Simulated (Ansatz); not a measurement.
**Phonons of Pt3PbC (Pm-3m) against volume**

Aim: how the phonons of Pt3PbC (Pm-3m) shift with volume, and the thermal expansion that follows.

Program: Ansatz 0.2.0. Level of theory: DFT PBEsol, scalar-relativistic, plane waves, PAW; PAW set soft_1. Results are calculated unless marked as measured.

## Step 1: The structure

The structure is cubic, space group Pm-3m (No. 221). Conventional cell: a = 4.281 Å, b = 4.281 Å, c = 4.281 Å, α = 90.00°, β = 90.00°, γ = 90.00°. Pt has 2 C at 2.14 Å and 8 Pt at 3.03 Å and 4 Pb at 3.03 Å nearest. Nearest to Pb lie 12 Pt at 3.03 Å. Nearest to C lie 6 Pt at 2.14 Å. Farther neighbours are not listed.

Coordinates:

```cif
data_structure
_symmetry_space_group_name_H-M 'Pm-3m'
_symmetry_Int_Tables_number 221
_cell_length_a 4.2811
_cell_length_b 4.2811
_cell_length_c 4.2811
_cell_angle_alpha 90.000
_cell_angle_beta 90.000
_cell_angle_gamma 90.000
_cell_volume 78.47
loop_
_atom_site_label
_atom_site_type_symbol
_atom_site_symmetry_multiplicity
_atom_site_Wyckoff_symbol
_atom_site_fract_x
_atom_site_fract_y
_atom_site_fract_z
_atom_site_occupancy
Pt1 Pt 3 c 0.00000 0.50000 0.50000 1
Pb1 Pb 1 a 0.00000 0.00000 0.00000 1
C1 C 1 b 0.50000 0.50000 0.50000 1
```

## Step 2: The dispersion

The cell comes from relaxations at this level that are not shown. Stability and thermal properties need the whole zone. Linear response on a 4×4×4 q mesh gives force constants as far as a supercell of that size would.

Contents of input.yaml:

```yaml
crystal:
  lattice:
    - [4.2811329647, 0.0, 0.0]
    - [0.0, 4.2811329647, 0.0]
    - [0.0, 0.0, 4.2811329647]
  atoms:
    - { symbol: Pt, position: [0.0, 0.5, 0.5] }
    - { symbol: Pt, position: [0.5, 0.5, 0.0] }
    - { symbol: Pt, position: [0.5, 0.0, 0.5] }
    - { symbol: Pb, position: [0.0, 0.0, 0.0] }
    - { symbol: C, position: [0.5, 0.5, 0.5] }
kpoints:
  mp_grid: { grid: [8, 8, 8] }
hamiltonian:
  xc: pbesol
  pseudopotentials: { kind: paw, azcp: { folder: soft_1 }, xc_functional: pbe }
scf:
  occupations: { method: methfessel_paxton, width: 0.2 }
output:
  eigenvalues: true
phonons:
  method: dfpt
  qmesh: [4, 4, 4]
  temperatures: { t_max: 1000, t_step: 50 }
  qpath:
    path:
      - [[0.0, 0.0, 0.0], [0.0, 0.5, 0.0], [0.5, 0.5, 0.0], [0.0, 0.0, 0.0], [0.5, 0.5, 0.5], [0.0, 0.5, 0.0]]
      - [[0.5, 0.5, 0.5], [0.5, 0.5, 0.0]]
    npoints: 10
```

Launch:

```bash
> ansatz run input.yaml --threads 4 --pin off --max-ram 10240MiB --backend cpu --events-out ev --progress --plain --runs-dir out
```

Numbers of over 12 decimals in the logs are rounded to 6 here.

The program printed:

```text
Engine: ansatz 0.2.0, aarch64-unknown-linux-gnu
Pseudopotentials: kind: paw
Pseudopotential: Pt, paw, valence charge 18, recommended cutoff 420 eV (normal), soft_1/Pt.paw.azcp
Pseudopotential: Pb, paw, valence charge 14, recommended cutoff 420 eV (normal), soft_1/Pb.paw.azcp
Pseudopotential: C, paw, valence charge 4, recommended cutoff 420 eV (normal), soft_1/C.paw.azcp
Functional definition: PBEsol
  exchange = pbesol_x
  correlation = pbesol_c
Crystal: 5 atoms, lattice volume = 78.465 Å³
Basis set: ecut = 420 eV, 1551 PW (Γ), exchange–correlation on 60×60×60 points (8 copies of the dense FFT grid, shifted against one another)
Bands: 44, of which v1, the nominal top of the filled ones, is band 36 counted from 1 (35 counted from 0)
Symmetry: 48 space group operations
k-points: 35 of 512
Non-local potential: Pt, projectors of the file, l = 0: 3, l = 1: 2, l = 2: 2, l = 3: 1
Non-local potential: Pb, projectors of the file, l = 0: 2, l = 1: 2, l = 2: 2, l = 3: 1
Non-local potential: C, projectors of the file, l = 0: 2, l = 1: 2, l = 2: 1
PAW form: soft (Blöchl's): semilocal exchange-correlation on the pseudo side does not see the compensation charge
PAW frozen core: Pt, regenerated for the run's functional, and the local potential with it (the file was generated under x = pbe(κ = 0.804, μ = 0.219515), c = pbe(β = 0.066725))
PAW frozen core: Pb, regenerated for the run's functional, and the local potential with it (the file was generated under x = pbe(κ = 0.804, μ = 0.219515), c = pbe(β = 0.066725))
PAW frozen core: C, regenerated for the run's functional, and the local potential with it (the file was generated under x = pbe(κ = 0.804, μ = 0.219515), c = pbe(β = 0.066725))
PAW one-centre angular grid: Pt, 590 points (default); XC on 64 Gauss nodes
PAW one-centre angular grid: Pb, 590 points (default); XC on 64 Gauss nodes
PAW one-centre angular grid: C, 110 points (default); XC on 64 Gauss nodes
Initial density: superposition of atomic densities (chi_scale 0.1, normalization cell, long waves kept (reshape's long-wave potential 0.00 eV rms))
Initial wavefunctions: pseudopotential atomic-orbital guess
Functional: x = pbesol(κ = 0.804, μ = 0.123457), c = pbesol(β = 0.046)
SCF iter   1: F=—  HF=-49159.534338 eV  |F-HF|=—  |Δ(HF+E_count)|=         —  Δρ=8.06e-2  dr2=5.84e0  ethr=3.10e-3  ⟨swp⟩=6.5  Hψ=5654  notcnv=0
preconditioner: auto → Kerker (q_TF=auto, 2.689 Å⁻¹)  [metal: Δε(μ)=0.031 eV  Ē_g=10.981 eV  σ=0.200 eV  W_gap=0.13  n_scr=26 (ndim 8)  ℏωp=29.0 eV  f_vac=0.000  D(μ)=5.73/eV (n_scr^D=80)]
SCF iter   2: F=—  HF=-49158.456329 eV  |F-HF|=—  |Δ(HF+E_count)|=    1.08e0  S|Δr|=    0.00e0  Δρ=4.10e-2  dr2=1.59e0  ethr=3.10e-3  ⟨swp⟩=2.8  Hψ=2590  notcnv=0  defer=70
SCF iter   3: F=—  HF=-49158.077056 eV  |F-HF|=—  |Δ(HF+E_count)|=   3.79e-1  S|Δr|=    0.00e0  Δρ=5.49e-3  dr2=2.34e-2  ethr=2.21e-3  ⟨swp⟩=2.0  Hψ=2289  notcnv=0  defer=70
SCF iter   4: F=—  HF=-49158.073133 eV  |F-HF|=—  |Δ(HF+E_count)|=   3.92e-3  S|Δr|=    0.00e0  Δρ=9.26e-4  dr2=1.03e-3  ethr=3.25e-5  ⟨swp⟩=1.1  Hψ=1826  notcnv=0  defer=70
SCF iter   5: F=—  HF=-49158.072899 eV  |F-HF|=—  |Δ(HF+E_count)|=   2.35e-4  S|Δr|=    0.00e0  Δρ=2.56e-4  dr2=9.69e-5  ethr=1.43e-6  ⟨swp⟩=2.1  Hψ=2157  notcnv=0  defer=70
SCF iter   6: F=—  HF=-49158.072867 eV  |F-HF|=—  |Δ(HF+E_count)|=   3.14e-5  S|Δr|=    0.00e0  Δρ=6.88e-5  dr2=5.42e-6  ethr=1.35e-7  ⟨swp⟩=2.1  Hψ=2056  notcnv=0  defer=70
SCF iter   7: F=—  HF=-49158.072872 eV  |F-HF|=—  |Δ(HF+E_count)|=   4.64e-6  S|Δr|=    0.00e0  Δρ=1.67e-5  dr2=3.09e-7  ethr=7.53e-9  ⟨swp⟩=2.2  Hψ=2206  notcnv=0  defer=70
SCF iter   8: F=—  HF=-49158.072872 eV  |F-HF|=—  |Δ(HF+E_count)|=   7.99e-8  S|Δr|=    0.00e0  Δρ=3.50e-6  dr2=6.15e-9  ethr=4.29e-10  ⟨swp⟩=2.0  Hψ=2298  notcnv=0  defer=70
SCF iter   9: F=—  HF=-49158.072872 eV  |F-HF|=—  |Δ(HF+E_count)|=  3.06e-10  S|Δr|=    0.00e0  Δρ=7.84e-7  dr2=3.55e-10  ethr=8.54e-12  ⟨swp⟩=2.0  Hψ=2291  notcnv=0  defer=70
SCF iter  10: F=-49158.072872 eV  HF=-49158.072872 eV  |F-HF|=7.28e-12  |Δ(HF+E_count)|=  7.28e-12  S|Δr|=    0.00e0  Δρ=1.08e-7  dr2=6.37e-12  ethr=1.00e-12  ⟨swp⟩=11.1  Hψ=8682  notcnv=0
SCF 1 converged in 10 iterations: F = -49158.072872 eV  dr2 = 6.37e-12
  greatest PAW one-centre occupation: 1.000 electrons in one spin orbital (limit 2), on the Pt atom at site 2 (counted from 0), in its partial waves of l = 0
Initial density: read from a saved state, or passed on in memory by an earlier SCF of this step, an earlier step, the calling program or the single point that the run made first
iter 1 solved again at ethr=8.01e-8 eV; its pass at ethr=3.10e-3 eV (dr2=5.77e-5 eV) is discarded
SCF iter   1: F=—  HF=-49158.072862 eV  |F-HF|=—  |Δ(HF+E_count)|=         —  Δρ=4.64e-7  dr2=2.29e-10  ethr=8.01e-8  ⟨swp⟩=3.9  Hψ=9680  notcnv=0
eigensolver tolerance schedule: the retry pair's looser diagonalisation over-reported the residual by 251942.19 of it (diagonalisation noise at an unbounded share of the residual, at the tolerance the schedule requests for it); recorded, not acted on — ethr = c·dr2/N_el stays at c = 1.0e-1
preconditioner: auto → Kerker (q_TF=auto, 2.689 Å⁻¹)  [metal: Δε(μ)=0.012 eV  Ē_g=11.179 eV  σ=0.200 eV  W_gap=0.05  n_scr=26 (ndim 8)  ℏωp=29.0 eV  f_vac=0.000  D(μ)=4.71/eV (n_scr^D=56)]
SCF iter   2: F=—  HF=-49158.072872 eV  |F-HF|=—  |Δ(HF+E_count)|=   9.61e-6  S|Δr|=    0.00e0  Δρ=2.72e-7  dr2=5.56e-11  ethr=1.00e-12  ⟨swp⟩=4.0  Hψ=4224  notcnv=0
SCF iter   3: F=—  HF=-49158.072872 eV  |F-HF|=—  |Δ(HF+E_count)|=  2.18e-11  S|Δr|=    0.00e0  Δρ=1.81e-7  dr2=2.44e-11  ethr=1.00e-12  ⟨swp⟩=1.0  Hψ=1540  notcnv=0
SCF iter   4: F=-49158.072872 eV  HF=-49158.072872 eV  |F-HF|=7.28e-12  |Δ(HF+E_count)|=    0.00e0  S|Δr|=    0.00e0  Δρ=2.32e-8  dr2=3.35e-13  ethr=1.00e-12  ⟨swp⟩=3.2  Hψ=4282  notcnv=0
SCF 2 converged in 4 iterations: F = -49158.072872 eV  dr2 = 3.35e-13
  greatest PAW one-centre occupation: 1.000 electrons in one spin orbital (limit 2), on the Pt atom at site 0 (counted from 0), in its partial waves of l = 0
phonons: the bands overlap, so this run is a metal and interpolates without the dipole-dipole term. If the crystal is really an insulator or semiconductor, its LO-TO splitting is missing
NSCF: frozen V_eff on 35 k-points
WARN: eigensolver did not converge (k=27): 1 band(s) unlocked after 20 sweeps at ethr=1.93e-12 eV (storage-precision floor; scheduled 1.00e-12 eV) (lowest unlocked band 43, counted from 0; max residual 3.91e-6 eV among the unlocked bands, 3.91e-6 eV over every band; other slots of this pass that fall short are told together in one closing line; warning suppressed until the next SCF loop or pass starts)
NSCF: frozen V_eff on 125 k-points
DFPT response loops at q = (0, 0, 0) (fractional): preconditioner auto → Kerker (q_TF=auto, 2.689 Å⁻¹) (partly filled bands, converged f_vac=0.000); β = 1.00, the filter's whole step (`scf.mixing.beta` (0.50) is not read by the response loops under this deck's `scf.mixing.preconditioner`; to damp them name `kerker` or `kerker_dos`, under which they read `scf.mixing.beta`, and type it under 1.00, their step now; both keys bind the ground state too); Broyden in place of MSR1
NSCF: frozen V_eff on 400 k-points
DFPT response loops at q = (0, 0, 0.25) (fractional): mixed as the last ones told, above
NSCF: frozen V_eff on 250 k-points
DFPT response loops at q = (0, 0, -0.5) (fractional): mixed as the last ones told, above
NSCF: frozen V_eff on 640 k-points
DFPT response loops at q = (0, 0.25, 0.25) (fractional): mixed as the last ones told, above
NSCF: frozen V_eff on 400 k-points
DFPT response loops at q = (0, 0.25, -0.5) (fractional): mixed as the last ones told, above
NSCF: frozen V_eff on 250 k-points
DFPT response loops at q = (0, -0.5, -0.5) (fractional): mixed as the last ones told, above
NSCF: frozen V_eff on 1024 k-points
DFPT response loops at q = (0.25, 0.25, 0.25) (fractional): mixed as the last ones told, above
NSCF: frozen V_eff on 640 k-points
DFPT response loops at q = (0.25, 0.25, -0.5) (fractional): mixed as the last ones told, above
NSCF: frozen V_eff on 400 k-points
DFPT response loops at q = (0.25, -0.5, -0.5) (fractional): mixed as the last ones told, above
NSCF: frozen V_eff on 250 k-points
DFPT response loops at q = (-0.5, -0.5, -0.5) (fractional): mixed as the last ones told, above
SCF converged after 10 iterations
Stability not checked: this state was not tested for a lower state beside it, because cold or Methfessel-Paxton smearing, or corrected tetrahedra, fill the levels in a way that the test cannot read (fill_not_monotonic; see scf.lower_state_search)
Free energy (F): -49158.072872 eV
Harris-Foulkes:  -49158.072872 eV  (|F-HF|=7.28e-12)
Internal energy: -49158.071456 eV  (E = F + TS)
E sigma→0 (E₀):  -49158.072518 eV
Entropy (-TS):   -0.001415 eV (-0.283 meV/atom)
Fermi energy:    18.472221 eV
Step filling:    the computed levels leave a gap of 0.0408 eV = 0.2 smearing widths at the electron count; against every level under it full and every level over it empty, smearing changes F+E_penalty+E_count by +1.013 meV and its σ→0 estimate by +1.367 meV
--- Per-component energies (eV) ---
  E_band       = -521.006850
  E_kinetic    = 2174.149849
  E_local      = -6018.687769  (includes V_loc(G=0)·N_el)
  E_nonlocal   = 954.770167
  E_hartree    = 2308.400302
  E_xc         = -944.163489
  E_vxc        = -1008.869572  (∫ρ·V_xc dr)
  E_paw        = -38377.413415  (= ΣΔE_a)
  E_vpaw       = -1239.173340  (= ΣTr[D̂ρ^β])
  E_aug_tail   = 0.003282  (compensation charges beyond the density's cutoff)
  E_ewald      = -9256.074747
  E_core_change = 0.944364  (= ΣΔE_core)
  E_smearing   = -0.001415  (= −TS)
  E_closure    = -0.000000  (closes the sum)
  Σ components = -49158.072872   (vs F -49158.072872, Δ=0.00e0)
--- Band table (eV; the first three rows and the last of 35) ---
  k-point 0: bands = [... 32 lower, 17.9249, 17.9249, 17.9249, 17.9369, 18.8545, 19.7208, 19.7208, 19.7208, ... 4 higher]
  k-point 1: bands = [... 32 lower, 17.8185, 17.9252, 18.0139, 18.0139, 18.3375, 20.0178, 20.0178, 20.5436, ... 4 higher]
  k-point 2: bands = [... 32 lower, 17.4769, 17.9259, 18.2393, 18.2393, 18.3465, 20.7651, 20.7651, 21.1015, ... 4 higher]
  k-point 34: bands = [... 32 lower, 16.7808, 17.7595, 17.7595, 17.7595, 17.9209, 19.7407, 19.7407, 19.7407, ... 4 higher]
--- Phonons (Γ-DFPT): 4 representative perturbations + reference (Σ response iterations 14) ---
  ASR residual: 9.721e-5 → 0.000e0 eV/Å²; symmetrization residual: 3.984e-6 eV/Å²
  ASR residual per site (eV/Å²): 9.72e-5 9.72e-5 9.72e-5 3.84e-5 1.19e-5
  Γ frequencies (cm⁻¹): -122.01 -122.01 -122.01 0.00 0.00 0.00 44.28 44.28 44.28 87.16 87.16 87.16 225.05 225.05 225.05
--- Phonons (arbitrary-q DFPT): 10 irreducible q on the 4×4×4 mesh ---
  q = [0.0000, 0.0000, 0.0000] (star 1, of the zone-centre solve; hermiticity 1.13e-6, symmetrization 1.17e-11): -122.01 -122.01 -122.01 -0.00 -0.00 0.00 44.28 44.28 44.28 87.16 87.16 87.16 225.05 225.05 225.05
  q = [0.0000, 0.0000, 0.2500] (star 6, 9 solved perturbations in 1560 linear systems a pass and spin channel, the states on 200 of 512 k-point pairs; hermiticity 1.10e-6, symmetrization 2.17e-12): -126.10 -126.10 -36.82 -36.82 -31.94 -31.03 36.79 36.79 77.78 86.31 86.31 93.54 218.52 218.52 419.00
  q = [0.0000, 0.0000, -0.5000] (star 3, 9 solved perturbations in 975 linear systems a pass and spin channel, the states on 125 of 512 k-point pairs; hermiticity 6.05e-7, symmetrization 2.44e-12): -93.01 -93.01 -77.15 -77.15 -46.60 21.03 46.15 46.15 84.73 85.30 85.30 104.04 212.82 212.82 519.98
  q = [0.0000, 0.2500, 0.2500] (star 12, 9 solved perturbations in 2460 linear systems a pass and spin channel, the states on 320 of 512 k-point pairs; hermiticity 1.11e-6, symmetrization 5.46e-13): -118.49 -70.88 -52.34 -31.69 -25.83 -20.98 18.12 51.84 84.89 85.31 95.24 101.83 215.05 406.59 422.85
  q = [0.0000, 0.2500, -0.5000] (star 12, 15 solved perturbations on 200 of 512 k-point pairs; hermiticity 6.53e-7, symmetrization 1.23e-13): -95.14 -89.36 -70.48 -58.34 -43.35 21.12 21.89 52.27 84.19 90.54 95.03 116.15 208.95 413.47 520.51
  q = [0.0000, -0.5000, -0.5000] (star 3, 9 solved perturbations in 975 linear systems a pass and spin channel, the states on 125 of 512 k-point pairs; hermiticity 8.13e-7, symmetrization 6.86e-13): -100.57 -64.58 -63.36 -63.36 -62.04 -62.04 44.16 64.18 82.39 97.27 97.27 122.62 190.05 522.52 522.52
  q = [0.2500, 0.2500, 0.2500] (star 8, 4 solved perturbations in 1376 linear systems a pass and spin channel, the states on 512 of 512 k-point pairs; hermiticity 5.58e-7, symmetrization 2.38e-12): -65.76 -65.76 -64.44 -39.06 28.38 28.38 52.78 52.78 83.78 92.95 92.95 118.24 397.94 421.75 421.75
  q = [0.2500, 0.2500, -0.5000] (star 12, 9 solved perturbations in 2460 linear systems a pass and spin channel, the states on 320 of 512 k-point pairs; hermiticity 3.81e-7, symmetrization 1.64e-12): -72.77 -64.25 -56.77 -26.04 -22.72 19.03 48.15 53.83 92.38 94.05 94.17 133.32 407.91 421.83 520.51
  q = [0.2500, -0.5000, -0.5000] (star 6, 9 solved perturbations in 1560 linear systems a pass and spin channel, the states on 200 of 512 k-point pairs; hermiticity 4.97e-7, symmetrization 3.44e-13): -68.63 -63.16 -63.16 -19.97 -19.97 40.36 48.94 58.30 93.67 98.08 98.08 145.82 413.68 527.09 527.09
  q = [-0.5000, -0.5000, -0.5000] (star 1, 4 solved perturbations in 350 linear systems a pass and spin channel, the states on 125 of 512 k-point pairs; hermiticity 8.86e-7, symmetrization 1.37e-12): -68.78 -68.78 -68.78 22.18 22.18 56.42 56.42 56.42 99.48 99.48 99.48 158.08 539.49 539.49 539.49
  sum rule: each row above includes the acoustic sum rule's correction from the zone centre's row sums; it moved no ω² by more than (0.52 cm⁻¹)²
  mesh force constants: q→R imaginary residual 2.03e-18; ASR residual 9.721e-5 → 0.000e0 eV/Å²; symmetrization residual 6.217e-15 eV/Å²
  interpolated dispersion: 62 rows × 15 modes
  density of states and harmonic sums: on the 16×16×16 q-mesh, interpolated from the force constants of a 4×4×4 supercell (no non-analytic term)
  largest difference from the sums on the solved wave vectors: F 3.63e-2 eV, S 4.54e-5 and C_V 9.55e-6 eV/K
  zero-point energy: 0.103716 eV/cell   skipped modes (ω ≤ 0): 828, of them read as no rigid motion or as one in doubt: 825 (5.081e0 modes/cell left out, lowest -127.33 cm⁻¹)   left out of the sums: 3.39e-1 of the cell's modes: C_V's classical limit lies that fraction below 3 k_B per atom; for a crystal, a wire or a layer, F and S can be off by more, and a phonons.interpolated_qmesh denser along its periods is the remedy for the sampling
```

The job ended after 21 min (4 threads of Arm Neoverse V2, shared host; peak memory 3.7 GiB).

This step gave:

```yaml
volume_per_atom: 15.69 Å³
gap_on_the_k_mesh: 0 eV
sum_rule_residual_before_enforcement: 9.72e-5 eV/Å²
lowest_frequency_on_the_path: -127.4 cm⁻¹
point_group: m-3m
highest_frequency_on_the_path_or_at_a_solved_wavevector: 539.5 cm⁻¹
highest_optical_mode_at_the_zone_centre_no_lo_to_term: 225.1 cm⁻¹
lowest_optical_zone_centre_mode: -122.0 cm⁻¹
lowest_mode_on_the_q_mesh_acoustic_modes_at_gamma_apart: -126.1 cm⁻¹
```

Frequencies (cm⁻¹) solved at each irreducible wavevector; negative means imaginary. Frequencies by wavevector, by row:

| q in reciprocal lattice units | star | mode 1 | mode 2 | mode 3 | mode 4 | mode 13 | mode 14 | mode 15 |
| --- | --- | --- | --- | --- | --- | --- | --- | --- |
| 0 0 0 | 1 | -122 | -122 | -122 | 0 | 225.1 | 225.1 | 225.1 |
| 0 0 0.25 | 6 | -126.1 | -126.1 | -36.8 | -36.8 | 218.5 | 218.5 | 419 |
| 0 0 -0.5 | 3 | -93 | -93 | -77.2 | -77.2 | 212.8 | 212.8 | 520 |
| 0 0.25 0.25 | 12 | -118.5 | -70.9 | -52.3 | -31.7 | 215.1 | 406.6 | 422.9 |
| 0 0.25 -0.5 | 12 | -95.1 | -89.4 | -70.5 | -58.3 | 208.9 | 413.5 | 520.5 |
| 0 -0.5 -0.5 | 3 | -100.6 | -64.6 | -63.4 | -63.4 | 190.1 | 522.5 | 522.5 |
| 0.25 0.25 0.25 | 8 | -65.8 | -65.8 | -64.4 | -39.1 | 397.9 | 421.8 | 421.8 |
| 0.25 0.25 -0.5 | 12 | -72.8 | -64.2 | -56.8 | -26 | 407.9 | 421.8 | 520.5 |
| 0.25 -0.5 -0.5 | 6 | -68.6 | -63.2 | -63.2 | -20 | 413.7 | 527.1 | 527.1 |
| -0.5 -0.5 -0.5 | 1 | -68.8 | -68.8 | -68.8 | 22.2 | 539.5 | 539.5 | 539.5 |

Symmetry leaves 10 wavevectors to solve. The lowest mode among them, the acoustic zeros apart, lies at q = (0, 0, 0.25) and is imaginary, 126.1i cm⁻¹, so the energy falls along it.

[end of part 1 of 2]

[Logs are printed without paths, hosts, clocks, repeated set-up lines and the standing remarks that a program may print on its own settings, such as how far it seeks lower states.]

[Hosts, paths, dates, database ids (printed as entryN), source tags and the programs' standing remarks are cut or masked in the printed files.]
